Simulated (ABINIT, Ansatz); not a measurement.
**KBeBr3 (Pm-3m): modes at Γ and the response to a field**

Which modes does KBeBr3 (Pm-3m) have at the zone centre?

Calculated with ABINIT 10.8.3; DFT LDA, scalar-relativistic, plane waves, PseudoDojo norm-conserving pseudopotentials.

This is a report of a sequence of runs, with most program output left out.

The structure was built from a prototype and need not be the compound's stable phase.

### Step 1. Set-up

Symmetry: Pm-3m, No. 221, cubic system. Conventional cell: a = 4.857 Å, b = 4.857 Å, c = 4.857 Å, α = 90.00°, β = 90.00°, γ = 90.00°. Nearest to K lie 12 Br at 3.43 Å. Nearest to Be lie 6 Br at 2.43 Å. Nearest to Br lie 2 Be at 2.43 Å and 4 K at 3.43 Å. Farther neighbours and most contacts between anions are not listed.

Structure file:

```cif
data_structure
_symmetry_space_group_name_H-M 'Pm-3m'
_symmetry_Int_Tables_number 221
_cell_length_a 4.8569
_cell_length_b 4.8569
_cell_length_c 4.8569
_cell_angle_alpha 90.000
_cell_angle_beta 90.000
_cell_angle_gamma 90.000
_cell_volume 114.57
loop_
_atom_site_label
_atom_site_type_symbol
_atom_site_symmetry_multiplicity
_atom_site_Wyckoff_symbol
_atom_site_fract_x
_atom_site_fract_y
_atom_site_fract_z
_atom_site_occupancy
K1 K 1 a 0.00000 0.00000 0.00000 1
Be1 Be 1 b 0.50000 0.50000 0.50000 1
Br1 Br 3 c 0.50000 0.50000 0.00000 1
```

### Step 2. Relaxation

The harmonic expansion needs vanishing forces, and a free crystal bears no stress, so cell and atoms are brought to rest. Stress is more sensitive to the basis than forces are: the last 3 Ha under the cutoff are smoothed with ecutsm, and the cutoff is raised above that of the later runs.

The starting cell comes from a relaxation made beforehand in Ansatz (LDA, PseudoDojo NC).

relax.abi reads:

```
# relaxation
ionmov 2
optcell 2
dilatmx 1.08
ntime 40
tolmxf 1.0d-05
tolvrs 1.0d-14
prtwf 0
prtden 0
chksymtnons 0

# basis, mesh and filling
ecut 47.0
ecutsm 3.0
ngkpt 4 4 4
nshiftk 1
shiftk 0.0 0.0 0.0
istwfk *1
occopt 1
nband 17
nstep 100
diemac 9.0
prtebands 0
prtgsr 0
useylm 1

# cell and atoms
acell 9.178241857 9.178241857 9.178241857
rprim 
    1.0 0.0 0.0
    0.0 1.0 0.0
    0.0 0.0 1.0
ntypat 3
znucl 19 4 35
natom 5
typat 1 2 3 3 3
xred 
    0.0 0.0 0.0
    0.5 0.5 0.5
    0.5 0.5 0.0
    0.5 0.0 0.5
    0.0 0.5 0.5
pp_dirpath "./pseudo"
pseudos "K.upf, Be.upf, Br.upf"
```

Launch:

```sh
> OMP_NUM_THREADS=1 mpirun -n 4 abinit relax.abi > relax.log
```

The job ended after 79 s (4 MPI ranks of Arm Neoverse V1, shared host; 5.3 min of CPU time).

Little changed from the start: no atom moved by 0.005 Å and no cell edge by 0.1 %.

Read from the output:

* volume per atom: 22.92 Å³
* pressure: 6.14e-6 GPa

### Step 3. Self-consistent run for the response

The response is built on these wavefunctions, so the potential is converged far more tightly than an energy would need. The mesh is shifted off Γ, since shifted meshes converge sums over the zone faster.

gs.abi reads:

```
# ground state
tolvrs 1.0d-16
prtden 1
prtwf 1

# basis, mesh and filling
ecut 38.0
ngkpt 4 4 4
nshiftk 1
shiftk 0.5 0.5 0.5
istwfk *1
occopt 1
nband 17
nstep 100
diemac 9.0
prtebands 0
prtgsr 0
useylm 1

# cell and atoms
acell 9.179288481 9.179288481 9.179288481
rprim 
    1.0 0.0 0.0
    0.0 1.0 0.0
    0.0 0.0 1.0
ntypat 3
znucl 19 4 35
natom 5
typat 1 2 3 3 3
xred 
    0.0 0.0 0.0
    0.5 0.5 0.5
    0.5 0.5 0.0
    0.5 0.0 0.5
    0.0 0.5 0.5
pp_dirpath "./pseudo"
pseudos "K.upf, Be.upf, Br.upf"
```

Launch:

```sh
> OMP_NUM_THREADS=1 mpirun -n 4 abinit gs.abi > gs.log
```

The job ended after 11 s (4 MPI ranks).

Numbers from this step:

```
pressure : -0.1061 GPa
```

The cell stands at -0.11 GPa: the relaxation ran with a smoothed and higher cutoff and on another k mesh.

### Step 4. Empty bands

Empty bands on the ground state's density check that the gap assumed so far is there in this cell.

gap.abi reads:

```
# empty bands on the ground state's density
iscf -2
getden_filepath "gso_DEN"
tolwfr 1.0d-12
nbdbuf 2
prtwf 0

# basis, mesh and filling
ecut 38.0
ngkpt 4 4 4
nshiftk 1
shiftk 0.0 0.0 0.0
istwfk *1
occopt 1
nband 21
nstep 100
diemac 9.0
prtebands 0
prtgsr 0
useylm 1

# cell and atoms
acell 9.179288481 9.179288481 9.179288481
rprim 
    1.0 0.0 0.0
    0.0 1.0 0.0
    0.0 0.0 1.0
ntypat 3
znucl 19 4 35
natom 5
typat 1 2 3 3 3
xred 
    0.0 0.0 0.0
    0.5 0.5 0.5
    0.5 0.5 0.0
    0.5 0.0 0.5
    0.0 0.5 0.5
pp_dirpath "./pseudo"
pseudos "K.upf, Be.upf, Br.upf"
```

Launch:

```sh
> OMP_NUM_THREADS=1 mpirun -n 4 abinit gap.abi > gap.log
```

Elapsed: 19 s, on 4 MPI ranks; 77 s of CPU time.

Numbers from this step:

```
gap on the k-mesh : 1.076 eV
```

In this cell the gap on the mesh is 1.1 eV, indirect (smallest direct 1.8 eV), so fixed occupations hold.

### Step 5. Linear response at Γ

The derivative of the wavefunctions by k comes first, since the response to a field is built on it; then the field and the displacements that symmetry doesn't supply are solved at q = 0.

It reads the wavefunctions written in step 3.

dfpt_gamma.abi reads:

```
ndtset 2

# common to the responses
getwfk_filepath "gso_WFK"
kptopt 2
nqpt 1
qpt 0.0 0.0 0.0
asr 0
chneut 0

# d/dk
rfelfd1 2
rfdir1 1 1 1
iscf1 -3
tolwfr1 1.0d-20

# displacements, field
rfphon2 1
rfatpol2 1 5
rfdir2 1 1 1
rfelfd2 3
getddk2 1
tolvrs2 1.0d-10
prtwf2 0

# basis, mesh and filling
ecut 38.0
ngkpt 4 4 4
nshiftk 1
shiftk 0.5 0.5 0.5
istwfk *1
occopt 1
nband 17
nstep 100
diemac 9.0
prtebands 0
prtgsr 0
useylm 1

# cell and atoms
acell 9.179288481 9.179288481 9.179288481
rprim 
    1.0 0.0 0.0
    0.0 1.0 0.0
    0.0 0.0 1.0
ntypat 3
znucl 19 4 35
natom 5
typat 1 2 3 3 3
xred 
    0.0 0.0 0.0
    0.5 0.5 0.5
    0.5 0.5 0.0
    0.5 0.0 0.5
    0.0 0.5 0.5
pp_dirpath "./pseudo"
pseudos "K.upf, Be.upf, Br.upf"
```

Launch:

```sh
> OMP_NUM_THREADS=1 mpirun -n 4 abinit dfpt_gamma.abi > dfpt_gamma.log
```

It took 4.7 min on 4 MPI ranks; 19 min of CPU time.

Numbers from this step:

```yaml
miss_of_the_charge_sum_rule: 0.04780 e
largest_acoustic_frequency_at_the_zone_centre_before_the_sum_rule: 0.35 cm⁻¹
highest_optical_zone_centre_mode_no_lo_to_term: 130.4 cm⁻¹
lowest_optical_zone_centre_mode: -280.9 cm⁻¹
mean_high_frequency_dielectric_constant: 4.621
largest_born_charge_in_size_third_of_the_trace: 3.132 e
```

Born charge (rows field, columns displacement), before the sum rule (e), principal values of the symmetric part by kind of site:

```
atom  atoms with these values    low  middle   high   mean
  K1                        1   1.29    1.29   1.29   1.29
 Be2                        1   3.13    3.13   3.13   3.13
 Br3                        3  -3.12   -0.68  -0.68  -1.49
```

In full for Br3:

```
-0.68  0.00  0.00
 0.00 -0.68  0.00
 0.00  0.00 -3.12
```

High-frequency dielectric tensor:

```
4.62 0.00 0.00
0.00 4.62 0.00
0.00 0.00 4.62
```

The acoustic modes at Γ come out as far as 0.3 cm⁻¹ from zero, where they should vanish, a small numerical error; the Born charges miss their sum rule by 0.048 e, which is fair. The lowest optical mode is imaginary, 281i cm⁻¹, an instability at this level and on this k mesh.

### Step 6. Modes with the sum rule

anaddb reads the merged derivatives and imposes the acoustic sum rule.

anaddb.abi reads:

```
ddb_filepath "gamma_DDB"
output_file "anaddb.abo"
outdata_prefix "anaddb"
asr 1
chneut 1
enunit 2
eivec 1
nph1l 1
qph1l 0.0 0.0 0.0 1.0
dieflag 1
nph2l 3
qph2l 
    1.0 0.0 0.0 0.0
    0.0 0.0 1.0 0.0
    1.0 1.0 1.0 0.0
```

mrgddb.in reads:

```
gamma_DDB
merged
2
dfpt_gammao_DS2_DDB
gso_DDB
```

Launch:

```sh
> mrgddb < mrgddb.in > mrgddb.log
> OMP_NUM_THREADS=1 anaddb anaddb.abi > anaddb.log
```

Elapsed: 0.54 s, on 1 thread.

The program refused the input: “The lowest mode appears to be a "true" negative mode, and not an acoustic mode”.

With an imaginary mode the lattice part of the dielectric tensor has no meaning; dieflag 2 would ask for the electronic part alone. The modes stand as the response run printed them.

### Step 7. Summary of results

| Item | Value |
| --- | --- |
| space group after relaxation | Pm-3m |
| volume per atom | 22.9 Å³ |
| highest optical zone-centre mode (no LO-TO term) | 130.4 cm⁻¹ |
| lowest optical zone-centre mode | -280.9 cm⁻¹ |
| mean high-frequency dielectric constant | 4.62 |
| largest Born charge in size (third of the trace) | 3.13 e |

What this shows: At the LDA level the optical modes of KBeBr3 (Pm-3m) at the zone centre (no LO-TO term) run from 281i to 130 cm⁻¹, so the structure is a saddle point, with 3 modes beyond 10i cm⁻¹ there. These are harmonic frequencies at zero temperature: anharmonic shifts and linewidths and thermal expansion are left out. The structure is a hypothetical one, built on a prototype.

[Host names and launcher messages were left out of these logs when they were recorded.]

[Logs are printed without paths, hosts, clocks, repeated set-up lines and the standing remarks that a program may print on its own settings, such as how far it seeks lower states.]

[Hosts, paths, dates, database ids (printed as entryN), source tags and the programs' standing remarks are cut or masked in the printed files.]
